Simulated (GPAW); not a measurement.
# Near-edge structure at the Al K edge of Al2Ru (I4/mmm), part 2 of 3

Aim: the near-edge shape at the Al K edge of Al2Ru (I4/mmm), and what the core hole does to it.

GPAW 26.7.0; X-ray absorption from dipole matrix elements to empty bands, plane-wave PAW LDA.

So far. Step 2 (Ground state of the crystal): The mesh shows no gap, so the system is treated as a metal and the core electron is put at the Fermi level (neutral cell). Step 3 (Spectrum without a core hole, Al atom 2): Main maxima below 24 eV (height): 6.4 eV (1.04), 9.8 eV (1.45) and 12.1 eV (1.32). A K edge sees empty p states on the absorber.

## (5) Spectrum with XCH, Al atom 2

The holes are 7.9 Å apart. In GPAW the data set carries the hole's charge, so charge=0 means a charged cell and charge=-1 a neutral one. The excited electron is kept in the cell, where it fills the lowest empty states and screens the hole. After the field has converged, empty bands are computed with the density fixed and the dipole matrix elements are summed.

The input, xas.py:

```python
import numpy as np
from ase import Atoms
from ase.parallel import parprint, paropen
from gpaw import GPAW, PW, FermiDirac, Mixer, MixerDif, setup_paths
from gpaw.test import gen
setup_paths.insert(0, '.')
gen('Al', name='fch1s', xcname='LDA', corehole=(1, 0, 1), write_xml=True)
from gpaw.mpi import world
world.barrier()

atoms = Atoms('Ru9Al18',
    cell=[[4.68126486, -4.68126486, -4.22180559],
     [4.68126486, 4.68126486, 4.22180559],
     [4.68126486, -4.68126486, 4.22180559]],
    scaled_positions=[[0, 0, 0],
     [0.33333333, 0, 0.33333333],
     [0.33333333, 0.33333333, 0],
     [0, 0.33333333, 0.66666667],
     [0.66666667, 0, 0.66666667],
     [0.66666667, 0.33333333, 0.33333333],
     [0.66666667, 0.66666667, 0],
     [0.33333333, 0.66666667, 0.66666667],
     [0, 0.66666667, 0.33333333],
     [0.65920219, 0, 0.34079781],
     [0.99253552, 0, 0.67413114],
     [0.99253552, 0.33333333, 0.34079781],
     [0.65920219, 0.33333333, 0.00746448],
     [0.32586886, 0, 0.00746448],
     [0.32586886, 0.33333333, 0.67413114],
     [0.32586886, 0.66666667, 0.34079781],
     [0.99253552, 0.66666667, 0.00746448],
     [0.65920219, 0.66666667, 0.67413114],
     [0.34079781, 0, 0.65920219],
     [0.67413114, 0, 0.99253552],
     [0.67413114, 0.33333333, 0.65920219],
     [0.34079781, 0.33333333, 0.32586886],
     [0.00746448, 0, 0.32586886],
     [0.00746448, 0.33333333, 0.99253552],
     [0.00746448, 0.66666667, 0.65920219],
     [0.67413114, 0.66666667, 0.32586886],
     [0.34079781, 0.66666667, 0.99253552]],
    pbc=True)
atoms.calc = calc = GPAW(legacy_gpaw=True, mode=PW(430), xc='LDA', setups={9: 'fch1s'},
    kpts={'size': (4, 4, 4), 'gamma': True}, occupations=FermiDirac(0.1),
    charge=-1, mixer=Mixer(0.1, 5, 50), maxiter=150,
    convergence={'density': 0.0001}, txt='scf.txt')
energy = atoms.get_potential_energy() + calc.get_reference_energy()
ef = calc.get_fermi_level()
out = dict(energy=energy, fermi=ef, forces=atoms.get_forces().tolist())
parprint(f'all-electron energy {energy:.4f} eV, Fermi level {ef:.4f} eV')
ev = np.array([[calc.get_eigenvalues(k, s) for k in range(len(calc.get_ibz_k_points()))] for s in range(calc.get_number_of_spins())])
out['homo'], out['lumo'], out['counts'] = ev[ev < ef].max(), ev[ev > ef].min(), sorted(set((ev < ef).sum((0, 2)).tolist()))
out['filled'] = (ev[:, 0] < ef).sum(1).tolist()

from ase.units import Ha
from gpaw.xas import dipole_matrix_elements
nb = int(calc.get_number_of_electrons() / 2) + 267
top, nb = nb, nb + 8 + nb // 12
nscf = calc.fixed_density(kpts={'size': (5, 5, 5), 'gamma': True}, nbands=nb,
    convergence={'bands': top, 'eigenstates': 1e-5}, maxiter=60, txt='nscf.txt')
cell = atoms.cell.array
ops = [cell.T @ U.T @ np.linalg.inv(cell.T) for U in nscf.wfs.kd.symmetry.op_scc]
E = np.arange(-6, 34, 0.1)
fwhm = np.interp(E, [4, 25], [0.9, 3.5])
Y, X, zero, highest = 0, 0, 1e9, 1e9
for spin in range(nscf.get_number_of_spins()):
    wfs = nscf.wfs
    A = dipole_matrix_elements(wfs.setups[9])
    eps = np.zeros((wfs.kd.nibzkpts, nb))
    d = np.zeros((3, A.shape[1], wfs.kd.nibzkpts, nb), complex)
    for kpt in wfs.kpt_u:
        if kpt.s == spin and 9 in kpt.P_ani:
            eps[kpt.k] = kpt.eps_n * Ha
            d[:, :, kpt.k] = (kpt.weight * wfs.nspins / 2) ** 0.5 * np.inner(A, kpt.P_ani[9])
    world.sum(eps)
    world.sum(d)
    T = np.einsum('amkn,bmkn->abkn', d, d.conj()).real
    T = sum(np.einsum('ai,ijkn,bj->abkn', R, T, R) for R in ops) / len(ops)
    empty = eps > ef
    zero, highest = min(zero, eps[empty].min()), min(highest, eps[:, top - 1].min())
    lines = [(eps, T, empty)] if spin == 0 else lines + [(eps, T, empty)]
for eps, T, empty in lines:
    f = np.einsum('aakn->akn', T).reshape(3, -1)
    x = eps.ravel() - zero
    w = np.interp(x, E, fwhm) / 2.35482
    g = np.exp(-0.5 * ((E[:, None] - x) / w) ** 2) / (w * (2 * np.pi) ** 0.5)
    Y = Y + (f * empty.ravel()) @ g.T
    X = X + (f * ~empty.ravel()) @ g.T
out.update(E=E.round(2).tolist(), xas=Y.tolist(), xes=X.tolist(), zero=zero, valid=highest - zero, nk=len(eps), nb=nb)
for i in range(0, len(E), 10):
    parprint(f'{E[i]:7.2f}', *(f'{v:10.3e}' for v in Y[:, i]))
import json
with paropen('out.json', 'w') as f:
    json.dump(out, f)
```

The run is started by

```console
$ OMP_NUM_THREADS=1 mpirun -n 4 gpaw python xas.py
```

Numbers of over 12 decimals in the logs are rounded to 6 here.

The log of the run:

```text
Input parameters:
  charge: -1
  convergence: {density: 0.0001}
  kpts: {gamma: True,
         size: (4, 4, 4)}
  maxiter: 150
  mixer: {backend: pulay,
          beta: 0.1,
          method: separate,
          nmaxold: 5,
          weight: 50}
  mode: {ecut: 430.0,
         name: pw}
  occupations: {fixmagmom: False,
                name: fermi-dirac,
                width: 0.1}
  setups: {9: fch1s}

Initialize ...

[... PAW data sets ...]

Reference energy: -1224949.279479  # eV

Spin-paired calculation

[... convergence settings ...]
Symmetries present (total): 8
  [... symmetry matrices ...]

64 k-points: 4 x 4 x 4 Monkhorst-Pack grid + [1/8,1/8,1/8]
13 k-points in the irreducible part of the Brillouin zone
       k-points in crystal coordinates                weights
   0:     0.00000000    0.00000000    0.00000000          1/64
   1:     0.25000000   -0.25000000   -0.25000000          2/64
   2:     0.25000000    0.00000000    0.00000000          8/64
   3:     0.25000000    0.00000000    0.25000000          4/64
   4:     0.25000000    0.25000000   -0.25000000          2/64
   5:     0.25000000    0.25000000    0.25000000          4/64
   6:     0.50000000    0.00000000    0.50000000          2/64
   7:     0.50000000    0.25000000   -0.25000000         16/64
   8:     0.50000000    0.25000000    0.00000000          8/64
   9:     0.50000000    0.25000000    0.50000000          4/64
          ...
  12:     0.50000000    0.50000000    0.50000000          1/64

Wave functions: Plane wave expansion
  Cutoff energy: 430.000 eV
  Number of coefficients (min, max): 7471, 7542
  Pulay-stress correction: 0.000000 eV/Ang^3 (de/decut=0.000000)
  Using FFTW library
  Wavefunction extrapolation:
    Improved wavefunction reuse through dual PAW basis

Occupation numbers: Fermi-Dirac:
  width: 0.1000  # eV

Eigensolver
   Davidson(niter=2)

Densities:
  Coarse grid: 40*40*40 grid
  Fine grid: 80*80*80 grid
  Total Charge: 0.000000

Density mixing:
  Method: separate
  Backend: pulay
  Linear mixing parameter: 0.1
  old densities: 5
  Width of damping distribution: 1.1
  Damping of long wavelength oscillations: 50

[... Hamiltonian set-up ...]
Number of atoms: 27
Number of atomic orbitals: 189
Number of bands in calculation: 124
Number of valence electrons: 199
Bands to converge: occupied

... initialized

Initializing position-dependent things.

Density initialized from atomic densities
Creating initial wave functions:
  124 bands from LCAO basis set

                        Ru Al
                         Al      Al
                      Ru      Ru
                           Al

               Al     Al Al   Al Al
            Ru      Ru     Ru
                     Al     Al
                  Ru     Ru
               Al     Al  Al  Al
                       Ru
                     Al     Al
                          Al

Atomic positions and initial magnetic moments

Positions:
   0 Ru     0.000000    0.000000    0.000000    ( 0.0000,  0.0000,  0.0000)
   1 Ru     3.120843   -3.120843   -0.000000    ( 0.0000,  0.0000,  0.0000)
   2 Ru     3.120843   -0.000000   -0.000000    ( 0.0000,  0.0000,  0.0000)
   3 Ru     4.681265   -1.560422    4.221806    ( 0.0000,  0.0000,  0.0000)
   4 Ru     6.241687   -6.241687   -0.000000    ( 0.0000,  0.0000,  0.0000)
   5 Ru     6.241686   -3.120843   -0.000000    ( 0.0000,  0.0000,  0.0000)
   6 Ru     6.241687   -0.000000   -0.000000    ( 0.0000,  0.0000,  0.0000)
[...]
24 Al     6.241687   -0.000000    5.566047    ( 0.0000,  0.0000,  0.0000)
  25 Al     7.802108   -1.560422    1.344241    ( 0.0000,  0.0000,  0.0000)
  26 Al     9.362530   -3.120843    5.566047    ( 0.0000,  0.0000,  0.0000)

Unit cell:
           periodic     x           y           z      points  spacing
  1. axis:    yes    4.681265   -4.681265   -4.221806    40     0.1568
  2. axis:    yes    4.681265    4.681265    4.221806    40     0.1655
  3. axis:    yes    4.681265   -4.681265    4.221806    40     0.1568

  Lengths:   7.851887   7.851887   7.851887
  Angles:   73.195905  65.051746 106.804095

Effective grid spacing dv^(1/3) = 0.1795

iter:   1  -216.330667
iter:   2  -206.506068   -0.90  -1.08
iter:   3  -201.871958   -0.80  -1.16
iter:   4  -201.679643   -2.50  -1.32
iter:   5  -201.226766   -2.05  -1.36
iter:   6  -201.031313   -1.66  -1.75
iter:   7  -200.937035   -3.00  -2.11
iter:   8  -200.878870   -3.29  -2.25
iter:   9  -200.838735c  -2.82  -2.44
iter:  10  -200.840386c  -3.80  -2.94
iter:  11  -200.838877c  -4.77  -3.02
iter:  12  -200.838857c  -5.34  -3.26
iter:  13  -200.838910c  -6.01  -3.57
iter:  14  -200.838756c  -5.76  -3.70
iter:  15  -200.838902c  -6.27  -3.95
iter:  16  -200.838818c  -6.94  -4.03c
iter:  17  -200.838812c  -6.87  -4.14c
iter:  18  -200.838831c  -7.99c -4.56c

Converged after 18 iterations.

Dipole moment: (0.000000, -0.000000, -0.078409) |e|*Ang

Energy contributions relative to reference atoms: (reference = -1224949.279479)

Kinetic:       +105.803487
Potential:      -89.004869
External:        +0.000000
XC:            -215.443819
Entropy (-ST):   -0.246111
Local:           -2.070573
SIC:             +0.000000
--------------------------
Free energy:   -200.961886
Extrapolated:  -200.838831

Showing only first 2 kpts
 Kpt  Band  Eigenvalues  Occupancy
  0    97      9.46903    1.99361
  0    98      9.50568    1.99079
  0    99      9.98724    1.27311
  0   100      9.99119    1.25476

  1    97      8.92239    1.99997
  1    98      9.05332    1.99990
  1    99     10.46606    0.02875
[...]
Fermi level: 10.04329

No gap
No difference between direct/indirect transitions

Forces in eV/Ang:
  0 Ru   -0.00000   -0.00000    0.22205
  1 Ru    0.49355   -0.49355   -0.37551
  2 Ru   -0.17617    0.00000    0.06440
  3 Ru    0.00000   -0.17617    0.06440
  4 Ru   -0.49355    0.49355   -0.37551
  5 Ru   -0.49355   -0.49355   -0.37551
  6 Ru    0.17617    0.00000    0.06440
[...]
24 Al   -0.05117   -0.00000   -0.07311
 25 Al    0.04031    0.04031   -0.02876
 26 Al   -0.00000   -0.05117   -0.07311
Scalar-relativistic atomic LDA calculation for Al (Aluminium, Z=13)
Core hole in 1s state (1s occupation: 1.0)
450 radial gridpoints.
|------------------------------------------------|
|------------------------------------------------|
[... the atom generator's iteration count ...]

Energy contributions:
-------------------------
Kinetic:     +183.893595
XC:           -14.209497
Potential:   -353.628519
-------------------------
Total:       -183.944421

state      eigenvalue         ekin         rmax
-----------------------------------------------
1s^1.0 :   -60.362648    82.057235        0.077
2s^2.0 :    -5.188665    12.296859        0.473
2p^6.0 :    -3.893101    12.072890        0.390
3s^2.0 :    -0.683483     1.740987        1.779
3p^1.0 :    -0.437761     1.323330        2.009
-----------------------------------------------
(units: Bohr and Hartree)

Generating PAW setup
Kinetic energy of the core from tauc = 179.402319
Cutoffs:
rc(s)=2.050
rc(p)=2.050
rc(d)=2.050
rc(vbar)=1.845
rc(comp)=2.050
rc(nct)=2.050

Kinetic energy of the core states: 179.088292
Charge: 1.0
Core electrons: 9.0
Valence electrons: 3.0
Pseudo-core charge: 0.169630
Shape function alpha=2.380
Pseudo-electron charge 3.431685
state    eigenvalue         norm
--------------------------------
3s(2) :    -0.683483     1.126964
*s    :     0.316517
3p(1) :    -0.437761     1.008127
*p    :     0.562239
*d    :     0.000000
--------------------------------

Diagonalizing with gridspacing h=0.050

state   all-electron     PAW
-------------------------------
3s:      -0.683483    -0.683641
3p:      -0.437761    -0.437937
*d:                   -0.137096
*f:                   -0.021062
-------------------------------
all-electron energy -1225150.1183 eV, Fermi level 10.0433 eV
[...]
31.00  6.083e-06  6.083e-06  5.650e-06
  32.00  6.578e-06  6.578e-06  6.285e-06
  33.00  6.858e-06  6.858e-06  6.705e-06
```

The job ended after 12 min (4 MPI ranks of Arm Neoverse V2, shared host; peak memory 0.97 GiB).

The Al K spectrum, Al atom 2, excited-electron core hole (neutral cell) (energy from the lowest empty level; intensity scaled to a mean of 1 over the first 20 eV; polarised curves are means over the symmetry-equivalent atoms):

| E (eV) | isotropic | ε ⊥ c | ε ∥ c |
| --- | --- | --- | --- |
| -2.0 | 0.00 | 0.00 | 0.00 |
| -1.0 | 0.00 | 0.00 | 0.00 |
| 0.0 | 0.27 | 0.37 | 0.08 |
| 1.0 | 0.49 | 0.56 | 0.36 |
| 2.0 | 0.88 | 0.95 | 0.73 |
| 3.0 | 1.29 | 1.46 | 0.95 |
| 4.0 | 1.24 | 1.21 | 1.29 |
| 5.0 | 1.29 | 1.17 | 1.52 |
| 6.0 | 1.25 | 1.21 | 1.34 |
| 7.0 | 1.09 | 1.08 | 1.10 |
| 8.0 | 1.30 | 1.18 | 1.56 |
| 9.0 | 1.48 | 1.35 | 1.74 |
| 10.0 | 1.15 | 1.21 | 1.04 |
| 11.0 | 1.06 | 1.17 | 0.85 |
| 12.0 | 1.04 | 1.10 | 0.90 |
| 13.0 | 0.94 | 0.97 | 0.87 |
| 14.0 | 0.89 | 0.90 | 0.87 |
| 15.0 | 0.89 | 0.89 | 0.89 |
| 16.0 | 0.84 | 0.83 | 0.86 |
| 17.0 | 0.78 | 0.73 | 0.88 |
| 18.0 | 0.76 | 0.65 | 0.96 |
| 19.0 | 0.74 | 0.63 | 0.95 |
| 20.0 | 0.69 | 0.62 | 0.82 |
| 21.0 | 0.66 | 0.61 | 0.76 |
| 22.0 | 0.67 | 0.62 | 0.77 |
| 23.0 | 0.70 | 0.67 | 0.75 |
| 24.0 | 0.72 | 0.74 | 0.67 |
| 25.0 | 0.73 | 0.80 | 0.58 |
| 26.0 | 0.72 | 0.82 | 0.51 |
| 27.0 | 0.69 | 0.80 | 0.49 |
| 28.0 | 0.68 | 0.76 | 0.51 |
| 29.0 | 0.69 | 0.74 | 0.57 |
| 30.0 | 0.73 | 0.77 | 0.66 |
| 31.0 | 0.80 | 0.82 | 0.77 |
| 32.0 | 0.88 | 0.89 | 0.85 |

Main maxima below 24 eV (height): 3.4 eV (1.32), 5.1 eV (1.29) and 8.7 eV (1.51). 

The total-energy difference is 1563.35 eV. One term is added: -13.88 eV, since the hole is spin-paired here and a spin-polarised one costs that much less in the free atom (computed apart). The photon energy is then 1549.47 eV. The tabulated edge of the element is 1559 eV. The functional leaves an error in such absolute values: in the free atom LDA prices this hole 7.2 eV below PBE (computed apart), and PBE is itself good to a few eV.

## (6) Supercell without a hole, the energy reference

The cell and mesh change for the next run, so it gets a reference energy of its own.

The input, scf.py:

```python
import numpy as np
from ase import Atoms
from ase.parallel import parprint, paropen
from gpaw import GPAW, PW, FermiDirac, Mixer, MixerDif, setup_paths
from gpaw.test import gen
setup_paths.insert(0, '.')
gen('Al', name='nch1s', xcname='LDA', corehole=(1, 0, 0), write_xml=True)
from gpaw.mpi import world
world.barrier()

atoms = Atoms('Ru3Al6',
    cell=[[-3.12084324, 3.12084324, 0],
     [1.56042162, -1.56042162, -4.22180559],
     [-3.12084324, -6.24168648, -0]],
    scaled_positions=[[0, 0, 0],
     [0.66666667, 0, 0.33333333],
     [0.33333333, 0, 0.66666667],
     [0.65920219, 0.31840438, 0],
     [0.32586886, 0.31840438, 0.33333333],
     [0.99253552, 0.31840438, 0.66666667],
     [0.34079781, 0.68159562, 0],
     [0.00746448, 0.68159562, 0.33333333],
     [0.67413114, 0.68159562, 0.66666667]],
    pbc=True)
atoms.calc = calc = GPAW(legacy_gpaw=True, mode=PW(430), xc='LDA', setups={3: 'nch1s'},
    kpts={'size': (7, 7, 7), 'gamma': True}, occupations=FermiDirac(0.1),
    charge=0, mixer=Mixer(0.1, 5, 50), maxiter=150,
    convergence={'density': 0.0001}, txt='scf.txt')
energy = atoms.get_potential_energy() + calc.get_reference_energy()
ef = calc.get_fermi_level()
out = dict(energy=energy, fermi=ef, forces=atoms.get_forces().tolist())
parprint(f'all-electron energy {energy:.4f} eV, Fermi level {ef:.4f} eV')
ev = np.array([[calc.get_eigenvalues(k, s) for k in range(len(calc.get_ibz_k_points()))] for s in range(calc.get_number_of_spins())])
out['homo'], out['lumo'], out['counts'] = ev[ev < ef].max(), ev[ev > ef].min(), sorted(set((ev < ef).sum((0, 2)).tolist()))
out['filled'] = (ev[:, 0] < ef).sum(1).tolist()
import json
with paropen('out.json', 'w') as f:
    json.dump(out, f)
```

The run is started by

```console
$ OMP_NUM_THREADS=1 mpirun -n 4 gpaw python scf.py
```

The log of the run:

```text
Input parameters:
  convergence: {density: 0.0001}
  kpts: {gamma: True,
         size: (7, 7, 7)}
  maxiter: 150
  mixer: {backend: pulay,
          beta: 0.1,
          method: separate,
          nmaxold: 5,
          weight: 50}
  mode: {ecut: 430.0,
         name: pw}
  occupations: {fixmagmom: False,
                name: fermi-dirac,
                width: 0.1}
  setups: {3: nch1s}

Initialize ...

[...]
warnings.warn(
<dir> UserWarning: Using symmetrized grid: (35,35,35).

  warnings.warn('Using symmetrized grid: ({},{},{}).\n'.format(*N_c))
<dir> UserWarning: Using symmetrized grid: (35,35,35).

  warnings.warn('Using symmetrized grid: ({},{},{}).\n'.format(*N_c))
<dir> UserWarning: Using symmetrized grid: (35,35,35).

  warnings.warn('Using symmetrized grid: ({},{},{}).\n'.format(*N_c))
all-electron energy -408904.4853 eV, Fermi level 9.8240 eV
[key lines of the parts left out:]
Converged after 19 iterations.
Dipole moment: (-0.000000, 0.000000, 0.000000) |e|*Ang
Free energy:    -63.734947
Fermi level: 9.82397
```

The job ended after 89 s (4 MPI ranks; peak memory 0.3 GiB).

(Continued in part 3 of 3.)

[Banner, clock and machine lines of the logs are left out without a mark of their own.]

[Logs are printed without paths, hosts, clocks, repeated set-up lines and the standing remarks that a program may print on its own settings, such as how far it seeks lower states.]

[Hosts, paths, dates, database ids (printed as entryN), source tags and the programs' standing remarks are cut or masked in the printed files.]

[Lists of maxima count a maximum above −3 eV only where it reaches 4 % of the highest in the window and stands out from its surroundings by 2 % of it (1.5 % where it reaches 55 %); shoulders and weaker maxima are passed over, and of the rest the first, up to two pre-edge ones and the few strongest are named.]
